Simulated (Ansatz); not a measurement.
## How Sn absorbs and reflects light

Aim: the dielectric function of Sn, and the optical constants that follow from it. The cell comes from an older database entry, whose edges can differ from later determinations, mostly by under a per cent.

Main program and level: Ansatz 0.2.0; DFT, PBE, plane-wave PAW, default files, scalar-relativistic, independent-particle optical response without local fields.

The database entry behind the starting cell differs from later determinations by our own check (about 0.15 % long, nanocrystals), so it need not match the best structure at ambient conditions.

## (1) Starting point

The structure is tetragonal, space group I4_1/amd (No. 141). The conventional cell has a = 5.839 Å, b = 5.839 Å, c = 3.188 Å, α = 90.00°, β = 90.00°, γ = 90.00°. Sn has 6 Sn at 3.03 to 3.19 Å nearest.

## (2) Ground state and bands

First the ground state: is it a metal or has it a gap?

This step: DFT, PBE, plane-wave PAW, default files, scalar-relativistic, ground state (Ansatz 0.2.0).

File input.yaml:

```yaml
crystal:
  lattice:
    - [-2.919644075, 2.919644075, 1.5938]
    - [2.919644075, -2.919644075, 1.5938]
    - [2.919644075, 2.919644075, -1.5938]
  atoms:
    - { symbol: Sn, position: [0.75, 0.25, 0.5] }
    - { symbol: Sn, position: [0.0, 0.0, 0.0] }
kpoints:
  mp_grid: { grid: [9, 9, 9] }
  band_path:
    path:
      - [[0.0, 0.0, 0.0], [0.0, 0.0, 0.5], [-0.5, 0.5, 0.5], [0.0, 0.0, 0.0], [0.32449855, 0.32449855, -0.32449855], [0.25, 0.25, 0.25], [0.0, 0.5, 0.0], [-0.32449855, 0.67550145, 0.32449855], [-0.5, 0.5, 0.5]]
      - [[0.0, 0.0, 0.5], [0.25, 0.25, 0.25]]
    npoints: 5
scf:
  occupations: { method: fermi_dirac, width: 0.05 }
  n_extra_bands: 6
hamiltonian:
  xc: pbe
  pseudopotentials: { kind: paw }
output:
  forces: true
  stress: true
  populations: true
  write_bands: true
```

On the command line:

```
$ ansatz run input.yaml --threads 4 --pin off --max-ram 8192MiB --backend cpu --events-out ev --progress --plain --runs-dir out
```

Numbers of over 12 decimals in the logs are rounded to 6 here.

The program printed:

```text
scf.n_extra_bands = 6 over 14 filled bands (N_el = 28.0): the run solves 20 bands
Engine: ansatz 0.2.0, x86_64-unknown-linux-gnu
Pseudopotentials: kind: paw
Pseudopotential: Sn, paw, valence charge 14, recommended cutoff 420 eV (normal), Sn.paw.azcp
Functional definition: PBE
  parameter kappa = 0.804
  parameter beta = 0.066725
  exchange = pbe_x(kappa = kappa, mu = beta*pi^2/3)
  correlation = pbe_c(beta = beta)
Crystal: 2 atoms, lattice volume = 54.344 Å³
Basis set: ecut = 420 eV, 1093 PW (Γ), exchange–correlation on 60×60×60 points (8 copies of the dense FFT grid, shifted against one another)
Bands: 20, of which v1, the nominal top of the filled ones, is band 14 counted from 1 (13 counted from 0)
Symmetry: 16 space group operations
Space group: I41/amd (ITA 141), of the structure as read, at distance tolerance 3.8e-5 Å
k-points: 75 of 729
Non-local potential: Sn, projectors of the file, l = 0: 2, l = 1: 2, l = 2: 2, l = 3: 2
PAW form: soft (Blöchl's): semilocal exchange-correlation on the pseudo side does not see the compensation charge
PAW one-centre angular grid: Sn, 590 points (default); XC on 64 Gauss nodes
Initial density: superposition of atomic densities (neutral atoms: chi_scale 0, normalization atom), corrected by the library's trained network
Initial wavefunctions: pseudopotential atomic-orbital guess
Functional: x = pbe(κ = 0.804, μ = 0.219515), c = pbe(β = 0.066725)
SCF iter   1: F=—  HF=-12048.321930 eV  |F-HF|=—  |Δ(HF+E_count)|=         —  Δρ=1.03e-3  dr2=3.17e-4  ethr=1.77e-3  ⟨swp⟩=6.4  Hψ=7968  notcnv=0  defer=4
preconditioner: auto → Kerker (q_TF=auto, 2.443 Å⁻¹)  [metal: Δε(μ)=0.050 eV  Ē_g=21.863 eV  σ=0.050 eV  W_gap=0.24  n_scr=16 (ndim 8)  ℏωp=26.7 eV  f_vac=0.000  D(μ)=0.91/eV (n_scr^D=4)]
SCF iter   2: F=—  HF=-12048.320959 eV  |F-HF|=—  |Δ(HF+E_count)|=   9.71e-4  Δρ=6.52e-4  dr2=1.68e-4  ethr=1.13e-6  ⟨swp⟩=2.1  Hψ=3159  notcnv=0  defer=11
SCF iter   3: F=—  HF=-12048.320956 eV  |F-HF|=—  |Δ(HF+E_count)|=   2.60e-6  Δρ=3.74e-4  dr2=5.59e-5  ethr=6.01e-7  ⟨swp⟩=2.0  Hψ=2471  notcnv=0  defer=11
SCF iter   4: F=—  HF=-12048.320991 eV  |F-HF|=—  |Δ(HF+E_count)|=   3.52e-5  Δρ=1.54e-4  dr2=7.38e-6  ethr=2.00e-7  ⟨swp⟩=2.0  Hψ=2470  notcnv=0  defer=11
SCF iter   5: F=—  HF=-12048.320986 eV  |F-HF|=—  |Δ(HF+E_count)|=   5.69e-6  Δρ=5.71e-5  dr2=1.04e-6  ethr=2.64e-8  ⟨swp⟩=2.0  Hψ=2169  notcnv=0  defer=11
SCF iter   6: F=-12048.320985 eV  HF=-12048.320985 eV  |F-HF|=6.87e-9  |Δ(HF+E_count)|=   6.87e-7  Δρ=5.58e-6  dr2=9.85e-9  ethr=3.57e-10  ⟨swp⟩=6.3  Hψ=8410  notcnv=0
SCF 1 converged in 6 iterations: F = -12048.320985 eV  dr2 = 9.85e-9
  greatest PAW one-centre occupation: 0.991 electrons in one spin orbital (limit 2), on the Sn atom at site 1 (counted from 0), in its partial waves of l = 2
NSCF: frozen V_eff on 47 k-points
SCF converged after 6 iterations
Free energy (F): -12048.320985 eV
Harris-Foulkes:  -12048.320985 eV  (|F-HF|=6.87e-9)
Internal energy: -12048.313621 eV  (E = F + TS)
E sigma→0 (E₀):  -12048.317303 eV
Entropy (-TS):   -0.007364 eV (-3.682 meV/atom)
Fermi energy:    10.735012 eV
--- Per-component energies (eV) ---
  E_band       = -164.484439
  E_kinetic    = 373.529758
  E_local      = -1701.443124  (includes V_loc(G=0)·N_el)
  E_nonlocal   = -64.714290
  E_hartree    = 1065.401969
  E_xc         = -765.356844
  E_vxc        = -192.412787  (∫ρ·V_xc dr)
  E_paw        = -8272.441618  (= ΣΔE_a)
  E_vpaw       = -710.244664  (= ΣTr[D̂ρ^β])
  E_aug_tail   = -0.000001  (compensation charges beyond the density's cutoff)
  E_ewald      = -2683.289471
  E_smearing   = -0.007364  (= −TS)
  E_closure    = 0.000000  (closes the sum)
  Σ components = -12048.320985   (vs F -12048.320985, Δ=0.00e0)
--- Forces (eV/Å), atoms counted from 1 ---
  atom   1  Sn     0.00000000    -0.00000000     0.00000000
  atom   2  Sn    -0.00000000     0.00000000    -0.00000000
  max |Σ_I F_I| component: 6.94e-18 eV/Å
--- Stress (GPa, compression-positive) ---
        2.674326       0.000000       0.000000
        0.000000       2.674326      -0.000000
        0.000000      -0.000000       1.846083
  P = ⅓ Tr σ = 2.3982 GPa (23.982 kbar)
--- Band table (eV; the first three rows and the last of 75) ---
  k-point 0: bands = [... 10 lower, -0.3997, 7.1097, 8.7568, 8.7568, 13.7054, 16.9650, 16.9650, 17.5315, ... 2 higher]
  k-point 1: bands = [... 10 lower, -0.2883, 6.2446, 8.8893, 9.4096, 14.2228, 16.0199, 16.3649, 17.4779, ... 2 higher]
  k-point 2: bands = [... 10 lower, 0.0457, 4.8714, 9.2829, 10.2565, 14.5861, 15.1711, 15.6622, 17.1531, ... 2 higher]
  k-point 74: bands = [... 10 lower, 2.8726, 3.2422, 5.9798, 6.3563, 15.7559, 15.7630, 19.4758, 19.9591, ... 2 higher]
--- Löwdin populations: 2 sites ---
  site symbol       q [e]
     0     Sn     13.9703
     1     Sn     13.9703
  spilling = 0.002125 (of n_electrons = 28.000000)
```

Run time: 4.3 s. Hardware: 4 threads of Intel Xeon at 2.50GHz (Skylake/Cascade Lake), shared host; peak memory 0.41 GiB.

Read-outs, printed or worked out from the files:

| Property | Result |
| --- | --- |
| free energy | -12048.3210 eV |
| Fermi energy | 10.74 eV |
| electrons | 28 |
| symmetry operations | 16 |
| pressure | 2.398 GPa |
| volume | 54.34 Å³ |
| gap on the path | 0 eV |

There are states at the Fermi level within the smearing, so the occupations stay smeared and the carriers get a Drude term. The cell is left with a pressure of 2.4 GPa, as it stands unrelaxed at this level.

Electronic bands along the path, in eV, zero at the Fermi level; # counts the bands kept:

```
          point      #1     #2     #3     #4     #5    #6    #7    #8
              Γ  -11.13  -3.62  -1.98  -1.98   2.97  6.23  6.23  6.80
0.40 of the way  -10.77  -5.59  -1.55  -0.64   4.14  4.58  4.69  6.49
              X   -8.89  -8.89   0.59   0.59   1.59  1.59  5.97  5.97
0.40 of the way   -8.56  -8.56  -2.16  -2.16   4.80  4.80  5.71  5.71
              M   -7.55  -7.55  -4.81  -4.81   4.99  4.99  9.40  9.40
0.40 of the way   -9.52  -6.84  -4.11  -1.34   4.56  5.50  5.66  7.89
              Γ  -11.13  -3.62  -1.98  -1.98   2.97  6.23  6.23  6.80
0.40 of the way  -10.11  -2.77  -1.11  -1.11   1.56  1.58  3.83  4.40
              Z   -6.51  -5.58  -3.05  -2.94  -2.94  3.09  5.56  5.56
0.60 of the way   -6.57  -5.67  -3.99  -1.49   0.70  0.99  4.75  4.79
              P   -5.99  -5.99  -3.54  -3.54   3.57  3.57  3.95  3.95
0.40 of the way   -6.58  -5.45  -3.70  -2.72   1.47  3.22  3.78  4.33
              N   -6.94  -5.41  -2.32  -1.70  -1.16  2.23  2.84  4.68
0.40 of the way   -6.80  -5.32  -3.32  -1.73  -0.35  0.78  3.15  5.71
             Z1   -6.51  -5.58  -3.05  -2.94  -2.94  3.09  5.56  5.56
0.40 of the way   -7.09  -6.81  -4.11  -4.11  -0.44  6.10  8.07  8.07
              M   -7.55  -7.55  -4.81  -4.81   4.99  4.99  9.40  9.40
      jump to X   -8.89  -8.89   0.59   0.59   1.59  1.59  5.97  5.97
0.40 of the way   -8.29  -8.29   0.55   0.55   2.10  2.10  2.65  2.65
              P   -5.99  -5.99  -3.54  -3.54   3.57  3.57  3.95  3.95
```

The electronic bands as a text plot (rows in eV, shown from -8.0 to 6.8 only; labels by their first letter):

```
    6.5 |* **             ***      **     ****          *       *
    5.8 | *  ****      ***   **      *           *  * *
    5.2 | *      *******         **   ***       * **     *
    4.6 |  *    *      *     ****       ***  ***   * *    **
    4.0 |  *              **   **          ***    *             *
    3.4 | * *                **    ***     ***   *  *   *      **
    2.8 |*  ** *            *    **       * * ***           ***
    2.1 |               **            **  *     *  *        *
    1.5 |    **         **     **            *    *    *  **
    0.9 |    *                     **   **       *        **
    0.3 |   * *                               *             *
   -0.3 |    *            **     **            * *    *
   -0.9 |  **  *               ****     *       * *          **
   -1.5 | **           *     **    **    *      **
   -2.2 |**     *         ***    **   **      **  ** *
   -2.8 |                      **  ***    *  * **  **          *
   -3.4 |*       **  ** **  ***       **   ** *  *** *          *
   -4.0 |              *           **   *** **        *
   -4.6 | *        ****   **                           ***
   -5.2 |                             **     *******
   -5.8 |  *            **           *  *****       *           *
   -6.5 |                            ****** **    ****         *
   -7.1 |   *        ***           **         ****    **
   -7.7 |    *     **                                   **   **
         Γ    X     M       Γ        Z     P   N    Z   M|X     P
```

## (3) Spectrum

With the density converged, the vertical transitions are summed over the zone.

This step: DFT, PBE, plane-wave PAW, default files, scalar-relativistic, independent-particle optical response without local fields (Ansatz 0.2.0).

input.yaml, the sections that differ from step 2:

```yaml
kpoints:
  mp_grid: { grid: [11, 11, 11] }
scf:
  occupations: { method: fermi_dirac, width: 0.05 }
output:
  optics:
    e_range: [0, 14]
    de: 0.05
    sigma: 0.1
    drude_damping: 0.05
    nscf_kmesh: { grid: [14, 14, 14] }
    bands: { spectra_wanted_up_to: 14 }
# crystal, hamiltonian: as in step 2
```

The program printed:

```text
[...]
Crystal: 2 atoms, lattice volume = 54.344 Å³
Basis set: ecut = 420 eV, 1093 PW (Γ)
Bands: 18, of which v1, the nominal top of the filled ones, is band 14 counted from 1 (13 counted from 0)
Symmetry: 16 space group operations
[...]
k-points: 126 of 1331
[...]
SCF iter   1: F=—  HF=-12048.332081 eV  |F-HF|=—  |Δ(HF+E_count)|=         —  Δρ=1.07e-3  dr2=4.01e-4  ethr=1.77e-3  ⟨swp⟩=6.1  Hψ=11610  notcnv=0
[...]
SCF iter  10: F=-12048.331117 eV  HF=-12048.331117 eV  |F-HF|=1.82e-12  |Δ(HF+E_count)|=  8.73e-11  Δρ=4.00e-8  dr2=3.80e-13  ethr=1.00e-12  ⟨swp⟩=2.0  Hψ=6821  notcnv=0
SCF 1 converged in 10 iterations: F = -12048.331117 eV  dr2 = 3.80e-13
[...]
NSCF: frozen V_eff on 244 k-points
output.optics: what the bands over the 36 summed would add to eps1, eps2 and the energy-loss function is held between a lower and an upper bound (8 Lanczos steps). eps1, eps2 and their loss function (loss_summed_bands) are given on every row as the summed bands alone make them. Along an axis, on a row where the two bounds hold the loss function to about 1 % of the greater of itself and 0.5 % of |1/eps|, its cell (loss_completed) is given, with the completed eps1 and eps2 that it is formed of (a cell that is left empty reads nan in the table and null in the record). The two bounds hold it so along every axis on all 280 rows up to 14.000 eV. [rest of the remark cut]
SCF converged after 10 iterations
Free energy (F): -12048.331117 eV
[...]
Internal energy: -12048.322651 eV  (E = F + TS)
E sigma→0 (E₀):  -12048.326884 eV
Entropy (-TS):   -0.008466 eV (-4.233 meV/atom)
Fermi energy:    10.723929 eV
[...]
--- Band table (eV; the first three rows and the last of 126) ---
  k-point 0: bands = [... 10 lower, -0.3996, 7.1106, 8.7564, 8.7564, 13.7042, 16.9646, 16.9646, 17.5323]
  k-point 1: bands = [... 10 lower, -0.3251, 6.4764, 8.8451, 9.2466, 14.0525, 16.2608, 16.5438, 17.5266]
  k-point 2: bands = [... 10 lower, -0.1015, 5.3766, 9.1097, 9.9627, 15.0480, 15.1149, 15.6261, 17.2771]
  k-point 125: bands = [... 10 lower, 2.9675, 3.2247, 5.9607, 6.2225, 15.7455, 15.7502, 19.6763, 20.0155]
```

Elapsed: 2.1 min, on 4 threads; peak memory 1.7 GiB; 8.1 min of CPU time.

Numbers from this step:

| Property | Result |
| --- | --- |
| main peak of the optical conductivity above 1 eV, first axis | 1.128 eV |
| Drude plasma energy, first axis | 9.340 eV |
| bands summed | 36 |
| spectra valid up to | 21.68 eV |
| program's estimate of the k-sum error in Im epsilon | 0.39 % |
| electrons in the f-sum | 15.40 |

The Im ε has structure finer than the step of the table below, so its rows give means over 0.5 eV, whole bins alone (the curve runs from 0.3 to 14 eV). Peaks (eV: height): E ∥ x or y 1.10: 94.3; E ∥ z 1.00: 93.6.

Im ε against photon energy; means over each step:

```
photon energy (eV)  E ∥ x or y  E ∥ z
               1.0        77.4   71.8
               1.5        42.4   50.4
               2.0        15.5   27.9
               2.5        6.46   13.2
               3.0        4.30   10.9
               3.5        7.47   12.1
               4.0        5.69   5.84
               4.5        5.40   3.91
               5.0        4.43   2.70
               5.5        2.90   1.93
               6.0        1.96   1.37
               6.5        1.41   1.01
               7.0        1.06  0.810
               7.5       0.855  0.693
               8.0       0.726  0.612
               8.5       0.664  0.561
               9.0       0.605  0.506
               9.5       0.535  0.468
              10.0       0.466  0.421
              10.5       0.386  0.384
              11.0       0.303  0.356
              11.5       0.259  0.320
              12.0       0.227  0.284
              12.5       0.199  0.241
              13.0       0.186  0.207
              13.5       0.163  0.173
```

(Part 1 of 2 ends here.)

[Logs are printed without paths, hosts, clocks, repeated set-up lines and the standing remarks that a program may print on its own settings, such as how far it seeks lower states.]

[Hosts, paths, dates, database ids (printed as entryN), source tags and the programs' standing remarks are cut or masked in the printed files.]
